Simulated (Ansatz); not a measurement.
**AlN (F-43m): band gap by G0W0 on PBE**

Wanted: the gap of AlN (F-43m) with a many-body correction, and the time that it takes.

Calculated with Ansatz 0.2.0; PBE, then G0W0 on it, plane waves, PAW.

## (1) Starting point

Symmetry: F-43m, No. 216, cubic system. Conventional cell: a = 4.368 Å, b = 4.368 Å, c = 4.368 Å, α = 90.00°, β = 90.00°, γ = 90.00°. Nearest to Al lie 4 N at 1.89 Å. N has 4 Al at 1.89 Å nearest. Farther neighbours and most contacts between anions are not listed.

The cell and positions are those that the Materials Project relaxed with its own functionals (PBE, PBE+U or r2SCAN), kept fixed. This is not the form that AlN usually takes at ambient conditions.

## (2) The PBE band structure

Levels along a band path and on the mesh show where this functional puts the band edges.

This step: DFT, PBE, plane waves, PAW; PAW set soft_1.

Contents of input.yaml:

```yaml
crystal:
  lattice:
    - [0.0, 2.1839935596, 2.1839935596]
    - [2.1839935596, 0.0, 2.1839935596]
    - [2.1839935596, 2.1839935596, 0.0]
  atoms:
    - { symbol: Al, position: [0.0, 0.0, 0.0] }
    - { symbol: "N", position: [0.75, 0.75, 0.75] }
kpoints:
  mp_grid: { grid: [10, 10, 10] }
  band_path:
    path:
      - [[0.0, 0.0, 0.0], [-0.5, -0.5, 0.0], [-0.375, -0.375, 0.25]]
      - [[-0.375, 0.0, 0.375], [0.0, 0.0, 0.0], [0.0, 0.0, 0.5], [-0.5, -0.25, 0.25], [-0.5, -0.5, 0.0]]
    npoints: 10
hamiltonian:
  xc: pbe
  pseudopotentials: { kind: paw, azcp: { folder: soft_1 } }
scf:
  occupations: { method: fermi_dirac, width: 0.02 }
  n_extra_bands: 4
output:
  eigenvalues: true
  write_density: true
  write_potential: true
  elf: true
  volumetric_format: npy
```

Command:

```console
$ ansatz run input.yaml --threads 3 --pin off --max-ram 92160MiB --backend cuda --events-out ev --progress --plain --runs-dir out --devices 1 --max-vram 13GiB
```

Numbers of over 12 decimals in the logs are rounded to 6 here.

What it wrote:

```text
scf.n_extra_bands = 4 over 4 filled bands (N_el = 8.0): the run solves 8 bands
GPUs: using 1 of 1 available (devices: 1).
Engine: ansatz 0.2.0, x86_64-unknown-linux-gnu
Pseudopotentials: kind: paw
Pseudopotential: Al, paw, valence charge 3, recommended cutoff 420 eV (normal), soft_1/Al.paw.azcp
Pseudopotential: N, paw, valence charge 5, recommended cutoff 420 eV (normal), soft_1/N.paw.azcp
Functional definition: PBE
  parameter kappa = 0.804
  parameter beta = 0.066725
  exchange = pbe_x(kappa = kappa, mu = beta*pi^2/3)
  correlation = pbe_c(beta = beta)
device memory: the entry about to start is reckoned to put 1.0 GiB on a device that reports 56.7 GiB free (of which the cap on the GPU budget leaves the run 13.0 GiB)
GPU FFT provider: cuFFT
GPU libraries: cuBLAS 13.8.2, cuFFT 12.4.0, cuSOLVER 12.3.4
Crystal: 2 atoms, lattice volume = 20.835 Å³
Basis set: ecut = 420 eV, 411 PW (Γ)
Bands: 8, of which v1, the nominal top of the filled ones, is band 4 counted from 1 (3 counted from 0)
Symmetry: 24 space group operations
Space group: F-43m (ITA 216), of the structure as read, at distance tolerance 2.8e-5 Å
k-points: 47 of 1000 (time reversal used)
Non-local potential: Al, projectors of the file, l = 0: 2, l = 1: 2, l = 2: 1
Non-local potential: N, projectors of the file, l = 0: 2, l = 1: 2, l = 2: 1
PAW form: soft (Blöchl's): semilocal exchange-correlation on the pseudo side does not see the compensation charge
PAW one-centre angular grid: Al, 110 points (default); XC on 64 Gauss nodes
PAW one-centre angular grid: N, 110 points (default); XC on 64 Gauss nodes
Initial density: superposition of atomic densities (chi_scale 0.1, normalization cell, long waves kept (reshape's long-wave potential 0.00 eV rms))
Initial wavefunctions: pseudopotential atomic-orbital guess
GPU buffer pool allocated for 13824 grid points (all kernels)
GPU transforms: local potential and band sums: pruned to the plane-wave sphere, on 24×24×24
Functional: x = pbe(κ = 0.804, μ = 0.219515), c = pbe(β = 0.066725)
SCF iter   1: F=—  HF=-925.659174 eV  |F-HF|=—  |Δ(HF+E_count)|=         —  Δρ=1.39e-1  dr2=4.93e0  ethr=3.10e-3  ⟨swp⟩=4.2  Hψ=2740  notcnv=0
preconditioner: auto → none  [insulator: Δε(μ)=5.460 eV  Ē_g=16.565 eV  σ=0.020 eV  W_gap=1.00  n_scr=0 (ndim 8)  ℏωp=23.0 eV  f_vac=0.000  D(μ)=0.00/eV (n_scr^D=0)  ε∞_Penn≈2.9]
SCF iter   2: F=—  HF=-924.427898 eV  |F-HF|=—  |Δ(HF+E_count)|=    1.23e0  Δρ=7.75e-2  dr2=7.48e-1  ethr=3.10e-3  ⟨swp⟩=3.0  Hψ=1255  notcnv=0
SCF iter   3: F=—  HF=-924.216383 eV  |F-HF|=—  |Δ(HF+E_count)|=   2.12e-1  Δρ=2.34e-2  dr2=5.70e-2  ethr=3.10e-3  ⟨swp⟩=2.8  Hψ=1108  notcnv=0
SCF iter   4: F=—  HF=-924.209563 eV  |F-HF|=—  |Δ(HF+E_count)|=   6.82e-3  Δρ=1.46e-3  dr2=2.19e-4  ethr=7.12e-4  ⟨swp⟩=2.0  Hψ=564  notcnv=0
SCF iter   5: F=—  HF=-924.209495 eV  |F-HF|=—  |Δ(HF+E_count)|=   6.77e-5  Δρ=4.32e-4  dr2=1.04e-5  ethr=2.73e-6  ⟨swp⟩=2.7  Hψ=557  notcnv=0
SCF iter   6: F=—  HF=-924.209504 eV  |F-HF|=—  |Δ(HF+E_count)|=   9.29e-6  Δρ=3.53e-5  dr2=1.54e-7  ethr=1.30e-7  ⟨swp⟩=2.1  Hψ=545  notcnv=0
SCF iter   7: F=-924.209504 eV  HF=-924.209504 eV  |F-HF|=3.71e-9  |Δ(HF+E_count)|=   5.60e-8  Δρ=4.81e-6  dr2=2.90e-9  ethr=1.25e-9  ⟨swp⟩=3.0  Hψ=1750  notcnv=0
SCF 1 converged in 7 iterations: F = -924.209504 eV  dr2 = 2.90e-9
  greatest PAW one-centre occupation: 0.790 electrons in one spin orbital (limit 2), on the N atom at site 1 (counted from 0), in its partial waves of l = 0
device memory: the entry about to start is reckoned to put 0.6 GiB on a device that reports 54.4 GiB free (of which the cap on the GPU budget leaves the run 13.0 GiB)
NSCF: frozen V_eff on 62 k-points, pencils in batches of 32, up to order 40
SCF converged after 7 iterations
Free energy (F): -924.209504 eV
Harris-Foulkes:  -924.209504 eV  (|F-HF|=3.71e-9)
Internal energy: -924.209504 eV  (E = F + TS)
E sigma→0 (E₀):  -924.209504 eV
Fermi energy:    8.636854 eV
--- Per-component energies (eV) ---
  E_band       = 15.339380
  E_kinetic    = 156.726141
  E_local      = -209.121939  (includes V_loc(G=0)·N_el)
  E_nonlocal   = 44.662111
  E_hartree    = 77.106294
  E_xc         = -99.068382
  E_vxc        = -107.004737  (∫ρ·V_xc dr)
  E_paw        = -597.911010  (= ΣΔE_a)
  E_vpaw       = -24.135789  (= ΣTr[D̂ρ^β])
  E_aug_tail   = 0.000836  (compensation charges beyond the density's cutoff)
  E_ewald      = -296.603555
  E_smearing   = -0.000000  (= −TS)
  E_closure    = -0.000000  (closes the sum)
  Σ components = -924.209504   (vs F -924.209504, Δ=0.00e0)
--- Band table (eV; the first three rows and the last of 47) ---
  k-point 0: bands = ["-7.9999", "6.9632", "6.9632", "6.9632", "11.1500", "19.5427", "19.5427", "19.5427"]
  k-point 1: bands = ["-7.8539", "6.1528", "6.9120", "6.9120", "11.8127", "19.1535", "19.6749", "19.6749"]
  k-point 2: bands = ["-7.4385", "4.5514", "6.7843", "6.7843", "12.9410", "18.3493", "19.5948", "19.5948"]
  k-point 46: bands = ["-5.2754", "2.8984", "3.8775", "4.3526", "12.6828", "17.8235", "19.3439", "19.6022"]
```

Wall time 7.9 s (1 × NVIDIA H100 80GB HBM3 (shared by 6 runs) with 3 threads of AMD EPYC 7R13 (Zen 3), shared host); peak memory 0.85 GiB; 3.3 s of CPU time.

Numbers from this step:

```
filled bands         : 4
gap                  : 3.325 eV
valence top at       : Γ
conduction bottom at : X
least direct gap     : 4.187 eV
```

Over mesh and path the gap is 3.325 eV, from k = Γ to k = (-0.500, -0.500, 0.000). The least direct gap found is 4.187 eV, at k = Γ.

The electronic bands at the labelled points (eV, zero at the top of the highest nominally filled band; v1 is the highest filled band, c1 the lowest empty one):

```tsv
point	v4	v3	v2	v1	c1	c2	c3	c4
Γ	-14.96	0.00	0.00	0.00	4.19	12.58	12.58	12.58
halfway	-13.84	-2.88	-0.97	-0.97	5.97	10.27	11.49	14.03
X	-12.29	-4.89	-1.77	-1.77	3.32	8.62	13.96	15.72
halfway	-12.28	-4.72	-2.46	-1.66	3.96	9.16	13.71	15.24
U	-12.31	-4.25	-3.62	-1.36	5.17	10.10	13.08	14.16
jump to K	-12.31	-4.25	-3.62	-1.36	5.17	10.10	13.08	14.16
halfway	-13.74	-3.54	-1.50	-0.20	7.35	10.29	11.40	12.56
Γ	-14.96	0.00	0.00	0.00	4.19	12.58	12.58	12.58
halfway	-14.12	-3.25	-0.25	-0.25	6.45	10.98	12.33	12.33
L	-12.92	-5.84	-0.48	-0.48	7.38	9.86	11.14	11.14
halfway	-12.60	-5.13	-2.22	-1.11	7.10	9.26	12.17	12.68
W	-12.23	-3.77	-3.43	-2.68	6.04	11.42	11.98	12.18
halfway	-12.26	-4.55	-2.39	-2.28	4.57	9.66	13.43	13.90
X	-12.29	-4.89	-1.77	-1.77	3.32	8.62	13.96	15.72
```

The electronic bands as a text plot (rows in eV, shown from -8.0 to 9.3 only):

```
    9.0 |        +++++++                           + ++       +++
    8.2 |                                           +
    7.5 |                    ++++              +++++ +
    6.8 |                   +    +          +++       ++
    6.1 |    +++           +      ++       +            ++++
    5.4 |  ++   +         +         +     +                 +
    4.6 | +      +      ++           +  ++                   +
    3.9 |+        ++   +              ++                      ++
    3.2 |           +++                                         +
    2.5 |
    1.7 |
    1.0 |
    0.3 |**                       ********
   -0.4 | *****              *********  * ***********
   -1.1 |  **  ***       ****   **  *    *         *****
   -1.9 |    **   *******      *  **      *          ** *     ***
   -2.6 |      *       **    **  *         *           * *****
   -3.3 |       *        ** *   *           *           ****
   -4.0 |        *       ***   *             *           ****
   -4.8 |         *******   ***               *        **    ****
   -5.5 |                                      ** *****
   -6.2 |                                        *
   -6.9 |
   -7.6 |
         Γ           X  U|K            Γ         L        W     X
```

Electrostatic potential energy in the ac plane of a cell with a along [110], b along [-110] and c along [001] of the cube at fractional y = 0.000, with atoms of Al and N within 0.2 Å of it. With pseudopotentials it is smooth inside the atoms' cores, unlike the true potential.

Values in eV, 7 rows by 16 columns, each cell a mean:
```
  4  -4  -1   8   9   4  -5   1   4  -4  -1   8   9   4  -5   1
  1   4   8   9   9   8   6   2   1   4   8   9   9   8   6   2
 11  11  10   9   9  10  11  11  11  11  10   9   9  10  11  11
 12  12  11   9   8  10  11  12  12  12  11   9   8  10  11  12
 10  10   1 -23 -27  -9   9  10  10  10   1 -23 -27  -9   9  10
 -2   1  -5 -30 -34 -16   1  -1  -2   1  -5 -30 -34 -16   1  -1
  9  -1  -2   3   3   2  -5   6   9  -1  -2   3   3   2  -5   6
```
Columns run along a (6.2 Å; values clipped at the 3rd and 97th percentile), rows up along c (4.4 Å), edges of the conventional cell, whose origin can differ from the input's. Atoms in or near the plane, at fractional coordinates: Al at (0.50, 0.00), Al at (0.00, 0.00), N at (0.75, 0.25), N at (0.25, 0.25).

ELF in the ac plane of a cell with a along [110], b along [-110] and c along [001] of the cube at fractional y = 0.000, with atoms of Al and N within 0.2 Å of it. It is the smooth field of the valence electrons, not physical close to the nuclei.

Ten even steps from '_' (0.02) to '@' (0.85), each cell a mean:
```
____..--==--..________::----::____
____..........______............__
......______..........________....
....__________......____________..
______......____________....______
____::==**==..______..--++++--____
__..++%%@@%%++..____--##@@%%##--__
..==%%%%##%%##==__::**%%%%%%%%**::
::**@@**::**@@**::==%%%%----%%%%--
::##@@%%==%%@@##..==@@@@++++@@@@==
__++@@@@@@@@@@++__::%%@@@@@@@@%%..
....**%%%%%%**....__--##%%%%##--__
```
Columns run along a (6.2 Å), rows up along c (4.4 Å), edges of the conventional cell, whose origin can differ from the input's. Atoms in or near the plane, at fractional coordinates: Al at (0.50, 0.00), Al at (0.00, 0.00), N at (0.75, 0.25), N at (0.25, 0.25).

(Part 1 of 2 ends here.)

[Paths, hosts, dates, memory and timing lines, banners, echoed tables and standing remarks are left out of the program output.]

[Logs are printed without paths, hosts, clocks, repeated set-up lines and the standing remarks that a program may print on its own settings, such as how far it seeks lower states.]

[Runs of the session that timed out or met a known fault of the program may be left out.]

[Cells called generated may have been cut or substituted from an entry of the Crystallography Open Database or the Materials Project.]

[Hosts, paths, dates, database ids (printed as entryN), source tags and the programs' standing remarks are cut or masked in the printed files.]

[Where an RPA ε∞ is given, it is that of the G0W0 mesh and is not shown converged in it. Names of k-points follow the symmetry that the program found, which can be lower than the space group named. Band edges on a path are those of the sampled points; other points can move an edge, and change direct to indirect where valleys lie close.]

[Hybrid gaps are those of their k-mesh and are not shown converged in it.]
